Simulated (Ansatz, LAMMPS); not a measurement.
## Finding the fault: glassy 72SiO2-23Al2O3-3MgO-3K2O (mol %) (134 atoms)

Program: Ansatz 0.2.0. The cell: 28 Si, 18 Al, 1 Mg, 2 K and 85 O.

Contents of input.yaml:

```yaml
crystal:
  lattice:
    - [11.95383, 0.0, 0.0]
    - [0.0, 11.95383, 0.0]
    - [0.0, 0.0, 11.95383]
  atoms:
    - { symbol: Si, position: [0.46661, 0.36918, 0.74937] }
    - { symbol: Si, position: [0.90691, 0.34866, 0.66139] }
    - { symbol: Si, position: [0.60144, 0.16758, 0.18328] }
    - { symbol: Si, position: [0.3363, 0.45816, 0.53767] }
    - { symbol: Si, position: [0.34694, 0.93923, 0.90494] }
    - { symbol: Si, position: [0.04902, 0.76586, 0.67651] }
    - { symbol: Si, position: [0.83438, 0.61654, 0.92085] }
    - { symbol: Si, position: [0.46197, 0.93993, 0.57148] }
    - { symbol: Si, position: [0.60449, 0.80422, 0.07887] }
    - { symbol: Si, position: [0.70642, 0.19823, 0.94384] }
    - { symbol: Si, position: [0.85359, 0.90105, 0.42068] }
    - { symbol: Si, position: [0.36818, 0.43651, 0.97263] }
    - { symbol: Si, position: [0.96521, 0.12925, 0.9595] }
    - { symbol: Si, position: [0.08598, 0.64793, 0.29649] }
    - { symbol: Si, position: [0.78478, 0.49759, 0.14751] }
    - { symbol: Si, position: [0.01951, 0.29706, 0.31575] }
    - { symbol: Si, position: [0.42834, 0.97129, 0.15465] }
    - { symbol: Si, position: [0.20346, 0.94441, 0.57743] }
    [... 110 atom lines left out ...]
    - { symbol: O, position: [0.64323, 0.43264, 0.41044] }
    - { symbol: O, position: [0.12754, 0.46905, 0.80896] }
    - { symbol: O, position: [0.49876, 0.71269, 0.77334] }
    - { symbol: O, position: [0.64994, 0.10169, 0.87307] }
    - { symbol: O, position: [0.15843, 0.04912, 0.64455] }
    - { symbol: O, position: [0.68842, 0.68318, 0.65553] }
kpoints:
  mp_grid: { grid: [1, 1, 1] }
hamiltonian:
  xc: pbe
scf:
  occupations: { method: gaussian, width: 0.025 }
  eigensolver: { kind: { support_functions: { accuracy: medium, radius: 3.07 } } }
  max_iter: 150
output:
  forces: true
  eigenvalues: true
```

On the command line:

```console
$ ansatz run input.yaml --threads 8 --pin off --max-ram 15872MiB --backend cpu --events-out ev --progress --plain --runs-dir out
```

The log of the run:

```text
Warning: scf.eigensolver.kind.support_functions: disabling space-group detection — the functions' gradient is summed over unrotated k-points, so no spatial operation reduces the k-mesh or symmetrises the density; time reversal is kept, so that k and −k are solved as one point where they differ and the mesh holds both, and exact exchange and, on two spinor components, a DFT+U term hold to it where the run has them: [...]
Warning: basis.ecutwfc = 464 eV, auto-derived: no grid that the accuracy of the support functions lays serves the files at the lower one that their records recommend; a deck with other species or settings can derive another value
settings of this run that can trade accuracy for cost: scf.eigensolver.kind.support_functions [...]
Engine: ansatz 0.2.0, x86_64-unknown-linux-gnu
Pseudopotentials: kind: paw
Pseudopotential: Si, paw, valence charge 4, recommended cutoff 420 eV (normal), Si.paw.azcp
Pseudopotential: Al, paw, valence charge 3, recommended cutoff 420 eV (normal), Al.paw.azcp
Pseudopotential: Mg, paw, valence charge 10, recommended cutoff 420 eV (normal), Mg.paw.azcp
Pseudopotential: K, paw, valence charge 9, recommended cutoff 420 eV (normal), K.paw.azcp
Pseudopotential: O, paw, valence charge 6, recommended cutoff 420 eV (normal), O.paw.azcp
[... 5 lines on functional and potentials left out ...]
Error: SCF: the radius of support functions is under 3.44 Å, the least for these sites at the functions' level (scf.eigensolver.kind.support_functions.accuracy). Use scf.eigensolver.kind: auto, or type scf.eigensolver.kind.support_functions.radius at least as long, [...]
```

Wall time 2.9 s (8 threads of AMD EPYC 9R45, shared host); peak memory 0.46 GiB.

Q: Name the fault and the fix.

A radius under the least that the level allows: support_functions.radius = 3.07.

The fix is to use a longer radius.

The run ended with an error.

[Logs are printed without paths, hosts, clocks, repeated set-up lines and the standing remarks that a program may print on its own settings, such as how far it seeks lower states.]

[Hosts, paths, dates, database ids (printed as entryN), source tags and the programs' standing remarks are cut or masked in the printed files.]
